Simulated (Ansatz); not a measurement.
## Mo2COS MXene monolayer in a perpendicular field

Wanted: the out-of-plane response of the Mo2COS MXene monolayer. A positive field points along +c.

Method: plane-wave DFT, PBE-D3(BJ), Ansatz PAW (set soft_1); PAW set soft_1, in Ansatz 0.2.0.

Most raw output is cut from this account.

## 1. The starting structure

The cell holds 5 atoms: 1 S, 2 Mo, 1 C and 1 O. Cell: a = 3.025 Å, b = 3.025 Å, c = 41.351 Å, α = 90.0°, β = 90.0°, γ = 120.0°. Vacuum lies along c.

## 2. Relaxation

The starting cell is a guess, so the in-plane lattice and the atoms are relaxed first, with the slab cut off from its images along the normal.

The input, input.yaml:

```yaml
crystal:
  lattice:
    - [3.024736, 0.0, 0.0]
    - [-1.512368, 2.6194982157, 0.0]
    - [0.0, 0.0, 41.3513579405]
  atoms:
    - { symbol: S, position: [0.3333333333, 0.6666666667, 0.4377123486] }
    - { symbol: Mo, position: [0.6666666667, 0.3333333333, 0.4787837456] }
    - { symbol: C, position: [0.0, 0.0, 0.5076456815] }
    - { symbol: Mo, position: [0.3333333333, 0.6666666667, 0.5365076173] }
    - { symbol: O, position: [0.6666666667, 0.3333333333, 0.5622876514] }
  periodic: [true, true, false]
kpoints:
  mp_grid: { grid: [12, 12, 1] }
hamiltonian:
  xc: pbe
  dispersion: d3bj
  pseudopotentials: { kind: paw, azcp: { folder: soft_1 } }
scf:
  occupations: { method: fermi_dirac, width: 0.05 }
  convergence: { dr2_threshold: 1.0e-09 }
relax:
  f_tol: 0.004
  max_steps: 90
  cell: {}
output:
  write_potential: true
  write_density: true
  volumetric_format: npy
```

Run with:

```sh
$ ansatz run input.yaml --threads 2 --pin off --max-ram 3072MiB --backend cpu --events-out ev --progress --plain --runs-dir out
```

Wall time 1.7 min (2 threads of Arm Neoverse V2, shared host); peak memory 0.61 GiB.

This run has no spin polarisation, although Mo can carry a moment.

Relaxation path:

```
step  energy less that of the first step (eV)  largest force component (eV/Å)  volume (Å³)
   1                                   0.0000                          1.0411       327.64
   2                                  -0.1748                          1.0795       344.90
   3                                  -0.0478                          1.1398       371.36
   4                                  -0.2233                          0.1989       351.75
   5                                  -0.2248                          0.0543       353.17
   6                                  -0.2252                          0.0136       352.84
   7                                  -0.2253                          0.0152       352.41
   8                                  -0.2254                          0.0048       352.32
   9                                  -0.2254                          0.0001       352.33
 10*                                  -0.2338                          0.0008       352.33
  11                                  -0.2337                          0.0006       352.78
 12*                                  -0.2338                          0.0006       352.78
```

Relaxation steps marked * repeat the geometry before them on a plane-wave basis chosen anew for their cell, so energy and pressure can jump there. Relaxation step 3 was tried and not accepted.

Forces are held to the 6 operations that the run works with; a distortion that breaks them can't arise in this run.

```
cell as run  before  after  change
      a (Å)   3.025  3.139  +3.8 %
      b (Å)   3.025  3.139  +3.8 %
```

The atoms that moved most (Å, along periodic axes as changes of fractional coordinates times the final cell, across vacuum about the mean position):

```
atom     dx     dy      dz  length
  S1  0.000  0.000   0.115   0.115
 Mo4  0.000  0.000  -0.107   0.107
  O5  0.000  0.000  -0.079   0.079
 Mo2  0.000  0.000   0.078   0.078
  C3  0.000  0.000  -0.008   0.008
```

Final coordinates:

```xyz
5
Lattice="3.1386 0.0000 0.0000 -1.5693 2.7181 0.0000 0.0000 0.0000 41.3514" Properties=species:S:1:pos:R:3
S     0.0000    1.8121   18.2154
Mo    1.5693    0.9060   19.8763
C     0.0000    0.0000   20.9843
Mo    0.0000    1.8121   22.0782
O     1.5693    0.9060   23.1726
```

Numbers from this step:

- energy at zero smearing: -11634.6640 eV

The lattice constant a goes from 3.025 to 3.139 Å.

## 3. Single point, field 0

A sawtooth potential applies the field, turning back in the middle of the vacuum. With the dipole correction the typed value is the field outside the slab. The induced dipole is small, so the SCF threshold is tight.

The cell differs from the one that the last finished run ended in (c 41.351 → 22.957 Å).

The input, input.yaml:

```yaml
crystal:
  lattice:
    - [3.1386203047, 0.0, 0.0]
    - [-1.5693101524, 2.7181249167, 0.0]
    - [0.0, 0.0, 22.9571971019]
  atoms:
    - { symbol: S, position: [0.3333333333, 0.6666666667, 0.3920339212] }
    - { symbol: Mo, position: [0.6666666667, 0.3333333333, 0.4643841654] }
    - { symbol: C, position: [0.0, 0.0, 0.5126467707] }
    - { symbol: Mo, position: [0.3333333333, 0.6666666667, 0.5602961498] }
    - { symbol: O, position: [0.6666666667, 0.3333333333, 0.6079660788] }
kpoints:
  mp_grid: { grid: [18, 18, 1] }
  band_path:
    path: [[0, 0, 0], [0.5, 0, 0], [0.33333333, 0.33333333, 0], [0, 0, 0]]
    npoints: 16
hamiltonian:
  xc: pbe
  dispersion: d3bj
  pseudopotentials: { kind: paw, azcp: { folder: soft_1 } }
scf:
  occupations: { method: fermi_dirac, width: 0.02585 }
  convergence: { dr2_threshold: 1.0e-10 }
efield:
  axis: 3
  dipole_correction: true
  ramp_position: 0.97
  ramp_width: 0.06
  amplitude: 0
output:
  dos: { projected: true, e_range: [-6, 5] }
  write_potential: true
  write_density: true
  volumetric_format: npy
  elf: true
```

It took 19 s on 2 threads; peak memory 0.53 GiB; 37 s of CPU time.

This step gave:

- energy at zero smearing: -11634.6629 eV
- work function, upper face: 6.206 eV
- work function, lower face: 5.242 eV
- dipole along the normal: -0.04541 e·Å
- step between the vacuum levels: 0.9632 eV

Running mean over a fixed 2.7 Å (it still follows the layers) of the planar mean; the ramp of the sawtooth is left out. Electron's electrostatic potential energy less the Fermi level against z:

```
z (Å)  electron's electrostatic potential energy less the Fermi level (eV)
    4                                                                 5.24
    5                                                                 5.24
    6                                                                 5.21
    7                                                                 4.42
    8                                                               -0.256
    9                                                                -5.46
   10                                                                -11.9
   11                                                                -13.4
   12                                                                -15.3
   13                                                                -12.5
   14                                                                -5.90
   15                                                                 2.37
   16                                                                 5.99
   17                                                                 6.20
   18                                                                 6.21
   19                                                                 6.21
```

The density of states has structure finer than the step of the table below, so its rows give means over 0.2 eV, whole bins alone (the curve runs from -6 to 1.69 eV). Peaks (eV: height): -5.56: 8.79, -5.04: 12.7, -4.48: 7.95, -4.21: 13.5, 1.22: 14.4, 1.47: 11.6, 1.55: 13.3.

Table of density of states by energy, zero at the Fermi level; means over each step:

```
energy (eV)  density of states (states/eV a cell)
       -5.8                                  3.70
       -5.6                                  5.95
       -5.4                                  2.87
       -5.2                                  2.83
       -5.0                                  5.44
       -4.8                                  1.27
       -4.6                                  3.20
       -4.4                                  5.60
       -4.2                                  6.86
       -4.0                                  3.45
       -3.8                                  2.75
       -3.6                                  1.82
       -3.4                                  1.61
       -3.2                                  1.98
       -3.0                                  3.96
       -2.8                                  3.46
       -2.6                                  3.46
       -2.4                                  2.75
       -2.2                                  1.34
       -2.0                                  1.89
       -1.8                                  2.39
       -1.6                                  1.72
       -1.4                                  1.32
       -1.2                                  1.16
       -1.0                                  1.65
       -0.8                                  2.38
       -0.6                                  2.39
       -0.4                                  1.83
       -0.2                                  1.58
        0.0                                  2.12
        0.2                                  2.53
        0.4                                  5.27
        0.6                                  3.38
        0.8                                  1.16
        1.0                                  1.75
        1.2                                  6.57
        1.4                                  6.46
```

Projected DOS per atom over height of the atomic layer and energy from the Fermi level. Layers: S Mo C Mo O from below.

Ten even steps from '_' (0.04 states/eV) to '@' (2.55 states/eV), each cell a mean:
```
::@@..%%::
..%%..##..
__..__::__
__++__@@__
__--__==__
__..__::__
..::__::__
....__::__
______..__
....__....
::::__....
::..____..
==--__..::
**::..__::
::..____..
::::__..::
--==..::##
----..--@@
....____..
====--::::
::==::----
..::----::
```
Columns: height of the atomic layer (Å) from 9 to 14.0 (not evenly spaced); rows upwards: energy from the Fermi level (eV) from -5.96 to 1.69.

Electronic bands along the path, in eV, zero at the Fermi level:

```
  point  band 19  band 20  band 21  band 22  band 23  band 24  band 25  band 26
      Γ    -2.34    -2.34    -0.86    -0.80    -0.80     0.33     0.33     1.63
halfway    -2.58    -2.42    -2.26    -0.54     0.16     0.80     1.46     1.53
      M    -2.98    -2.32    -1.96     0.26     0.37     1.19     1.38     1.80
halfway    -3.52    -3.16    -1.42     0.02     0.21     1.18     1.47     2.05
      K    -4.01    -3.99    -0.66    -0.57    -0.12     1.08     1.65     1.86
halfway    -3.05    -2.64    -1.61    -1.06     0.60     1.16     1.33     1.66
      Γ    -2.34    -2.34    -0.86    -0.80    -0.80     0.33     0.33     1.63
```

Electrostatic potential energy in the ca plane at fractional y = 0.333, with atoms of Mo and O within 0.2 Å of it. With pseudopotentials it is smooth inside the atoms' cores, unlike the true potential.

Ten even steps from '0' (-46 eV) to '9' (7 eV), each cell a mean:
```
99999999999999999999886312578878878999999999
99999999999999999999983000168888412799999999
99999999999999999999972000068887201599999999
99999999999999999999984000268888523799999999
99999999999999999998887423688777878999999999
99999999999999999987788877887656789999999999
99999999999999999987788888887545789999999999
99999999999999999988888777887766789999999999
```
Columns run along c (16.0 Å, from fractional 0.08 to 0.78 of the cell; values clipped at the 3rd and 97th percentile), rows up along a (3.1 Å). Atoms in or near the plane, at fractional coordinates: Mo at (0.46, 0.67), O at (0.61, 0.67).

Valence density in the ca plane at fractional y = 0.333, with atoms of Mo and O within 0.2 Å of it. It is the smooth field of the valence electrons, not physical close to the nuclei.

Values in e/Å³, 5 rows by 16 columns, each cell a mean:
```
0.0 0.0 0.0 0.2 0.8 2.8 0.5 0.3 1.6 0.4 0.0 0.0 0.0 0.0 0.0 0.0
0.0 0.0 0.0 0.1 1.7 6.1 0.8 0.4 5.0 1.1 0.0 0.0 0.0 0.0 0.0 0.0
0.0 0.0 0.0 0.2 0.9 2.9 0.5 0.3 1.7 0.4 0.0 0.0 0.0 0.0 0.0 0.0
0.0 0.0 0.1 0.4 0.4 0.4 0.5 0.7 0.3 0.1 0.0 0.0 0.0 0.0 0.0 0.0
0.0 0.0 0.1 0.4 0.4 0.4 0.6 0.7 0.3 0.0 0.0 0.0 0.0 0.0 0.0 0.0
```
Columns run along c (16.0 Å, from fractional 0.24 to 0.93 of the cell), rows up along a (3.1 Å). Atoms in or near the plane, at fractional coordinates: Mo at (0.46, 0.67), O at (0.61, 0.67).

ELF in the ca plane at fractional y = 0.333, with atoms of Mo and O within 0.2 Å of it. It is the smooth field of the valence electrons, not physical close to the nuclei.

Ten even steps from '0' (0.00) to '9' (0.85), each cell a mean:
```
00000000000012456534653342125887520000000000
00000000000000012247786322158889841000000000
00000000000000001158568321168579952000000000
00000000000000123237886222148899841000000000
00000000000013566533553343124787420000000000
00000000000246888852224653331222100000000000
00000000000258999863246753342100000000000000
00000000000146888852224653221232100000000000
```
Columns run along c (16.0 Å, from fractional 0.14 to 0.84 of the cell), rows up along a (3.1 Å). Atoms in or near the plane, at fractional coordinates: Mo at (0.46, 0.67), O at (0.61, 0.67).

The work function of the upper face is 6.21 eV.

## 4. Single point, field 0.1 V/Å

Edit input.yaml of step 3 so:

```diff
@@ -26,7 +26,6 @@
   dipole_correction: true
-  ramp_position: 0.97
-  ramp_width: 0.06
-  amplitude: 0
+  ramp_position: 0.9286
+  ramp_width: 0.1259
+  amplitude: 0.1
 output:
-  dos: { projected: true, e_range: [-6, 5] }
   write_potential: true
@@ -34,2 +33 @@
   volumetric_format: npy
-  elf: true
```

It took 19 s on 2 threads; peak memory 0.5 GiB.

The dipole is -0.0149 e·Å, 0.0305 e·Å from its value without field.

## 5. Atoms held, field -0.1 V/Å

Edit input.yaml of step 4 so:

```diff
@@ -28,3 +28,3 @@
   ramp_width: 0.1259
-  amplitude: 0.1
+  amplitude: -0.1
 output:
```

It took 18 s on 2 threads; peak memory 0.5 GiB; 36 s of CPU time.

The dipole is -0.0759 e·Å, -0.0305 e·Å from its value without field.

## 6. Response, atoms held

This step: plane-wave DFT, PBE-D3(BJ), Ansatz PAW (set soft_1); response to a field along the normal, atoms held; PAW set soft_1 (Ansatz 0.2.0).

The dipoles give the slope, and the difference of two potentials shows where the field is screened.

This step gave:

```yaml
equivalent_conductor_thickness_p_eps_0ae: 6.475 Å
distance_between_the_outer_atoms: 4.957 Å
```

Dipole of the cell against applied field:

```
applied field (V/Å)  dipole of the cell (e·Å)
            -0.1000                   -0.0759
             0.0000                   -0.0454
             0.1000                   -0.0149
```

Local field over the applied field, running mean. From the potentials at -0.1 and 0.1 V/Å; running mean over 2.5 Å. Local field over applied field against z:

z (Å), local field over applied field and a bar:
```
     4.02      1.000 ##############################
     4.45      0.999 ##############################
     4.88      0.998 ##############################
     5.17      0.996 ##############################
     5.60      0.989 ##############################
     6.03      0.972 #############################
     6.46      0.932 ############################
     6.89      0.853 ##########################
     7.17      0.775 #######################
     7.60      0.633 ###################
     8.04      0.477 ##############
     8.47      0.319 #########
     8.90      0.185 #####
     9.33      0.096 ###
     9.61      0.059 #
    10.04      0.028 
    10.47      0.014 
    10.90      0.014 
    11.34      0.015 
    11.62      0.012 
    12.05      0.015 
    12.48      0.032 #
    12.91      0.072 ##
    13.34      0.145 ####
    13.63      0.217 ######
    14.06      0.354 ##########
    14.49      0.504 ###############
    14.92      0.657 ####################
    15.35      0.791 ########################
    15.78      0.897 ###########################
    16.07      0.943 ############################
    16.50      0.978 #############################
    16.93      0.992 ##############################
    17.36      0.997 ##############################
    17.79      0.999 ##############################
    18.08      1.000 ##############################
    18.51      1.000 ##############################
    18.94      1.000 ##############################
```

Electrons, planar mean, per unit field. The induced electron density by z:

z (Å), induced electron density (e/Å³ per V/Å) and a bar from the least value:
```
      4.5    0.00000 ###############
      5.0    0.00001 ###############
      5.5    0.00004 ###############
      6.0    0.00012 ################
      6.5    0.00036 #################
      7.0    0.00098 ###################
      7.5    0.00232 ########################
      8.0    0.00368 ##############################
      8.5    0.00219 ########################
      9.0    0.00117 ####################
      9.5    0.00037 #################
     10.0   -0.00090 ###########
     10.5    0.00058 #################
     11.0    0.00013 ################
     11.5    0.00017 ################
     12.0   -0.00028 ##############
     12.5   -0.00011 ###############
     13.0   -0.00043 #############
     13.5   -0.00102 ###########
     14.0   -0.00176 ########
     14.5   -0.00371 
     15.0   -0.00245 #####
     15.5   -0.00092 ###########
     16.0   -0.00030 ##############
     16.5   -0.00009 ###############
     17.0   -0.00002 ###############
     17.5   -0.00001 ###############
     18.0    0.00000 ###############
     18.5    0.00000 ###############
```

By hand: between -0.1 and 0.1 V/Å the dipole changes by 0.06106 e·Å, a slope of 0.3053 e·Å²/V. A perfect conductor of thickness t has p = ε₀AEt, so t = 180.95 × 0.3053 / 8.531 = 6.48 Å (e/ε₀ = 180.95 V·Å, A in Å²).

The induced dipole is that of a conductor 6.48 Å thick.

## 7. Outcome

```yaml
gap_without_field: none
work_function_upper_face: 6.21 eV
step_between_the_vacuum_levels: 0.963 eV
equivalent_conductor_thickness_atoms_held: 6.48 Å
```

In words: The induced dipole equals that of a perfect conductor 6.48 Å thick, while the outer atoms lie 4.96 Å apart. The two faces differ: the vacuum level above lies 0.96 eV higher than the one below. There is no gap over 0.03 eV, with or without the field. The main runs have no spin polarisation; a magnetic state could lie lower and would change these results. Spin-orbit coupling is left out, which matters for the bands of elements this heavy. The MXene's terminations sit over the metal atoms of its far layer; the site over carbon or nitrogen, which some compounds prefer, was not run.

[Logs are printed without paths, hosts, clocks, repeated set-up lines and the standing remarks that a program may print on its own settings, such as how far it seeks lower states.]

[Hosts, paths, dates, database ids (printed as entryN), source tags and the programs' standing remarks are cut or masked in the printed files.]

[Maps of the electrostatic potential energy from Ansatz leave out the sawtooth potential of an applied field or a dipole correction, so their vacuum need not be flat; planar profiles and work functions include it.]

[The density of states shown here was stored with 400 of the rows of the run's finer table, so its peaks can read low, often by over a quarter, or be missed, and its means over a window can be off by a tenth or more.]
